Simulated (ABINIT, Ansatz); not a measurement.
# Calculated records

```
Quasiparticle gap of NaCl (Fm-3m) in ABINIT
1.0
     0.00000    2.81000    2.81000
     2.81000    0.00000    2.81000
     2.81000    2.81000    0.00000
Na Cl
1 1
Direct
  0.00000 0.00000 0.00000
  0.50000 0.50000 0.50000
# method: RPA screening on PBE, plane waves, norm-conserving pseudopotentials (and 2 further levels or steps)
# program: ABINIT 10.8.3
# settings: cutoff 38 Ha, PseudoDojo scalar-relativistic 0.4.1 standard, norm-conserving, potential set dojo-sr-pbe-0.4.1-standard, ngkpt (6, 6, 6), nband 584, ecuteps 14 Ha, inclvkb 2, shiftk (0, 0, 0), symchi 1, awtr 1, frequency ppm, 6×6×6 k-mesh
# cost: 5 runs, 32 min in all on 4 MPI ranks of Intel Xeon 6975P-C (Granite Rapids), shared host
# notes: The database entry behind the starting cell differs from other determinations of this structure. The cell and positions come from the Crystallography Open Database and are kept as given unless a step says otherwise.
# PBE gap: 5.15 eV, direct
# G0W0 gap on the mesh: 8.22 eV
# GW settings: 6×6×6 mesh, 584 bands, screening to 381 eV, Godby-Needs plasmon pole
# known limits: short of the basis limit
```

[Long decimals in the printed logs are rounded to 6 places.]

[Logs are printed without paths, hosts, clocks, repeated set-up lines and the standing remarks that a program may print on its own settings, such as how far it seeks lower states.]

[Paths, hosts, dates, memory and timing lines, banners, echoed tables and standing remarks are left out of the program output; an Ansatz launch command may be rebuilt from the run's recorded settings. Measured values are a selection of at most five: reports struck by readers or far from the other reports are left out. None is set beside runs whose start may be inverted or whose files or cutoffs have a known fault.]

[Runs of the session that timed out or met a known fault of the program may be left out.]

[Hosts, paths, dates, database ids (printed as entryN), source tags and the programs' standing remarks are cut or masked in the printed files.]

[G0W0 gaps are taken among the corrected bands and points alone; a level outside them can change the order at an edge.]

[Where Ansatz stands beside ABINIT at settings called matched, ABINIT's density can come from a denser mesh and the files from another edition; pairs whose starting gaps differed by over 0.03 eV were left out, so agreement reads better than it is.]
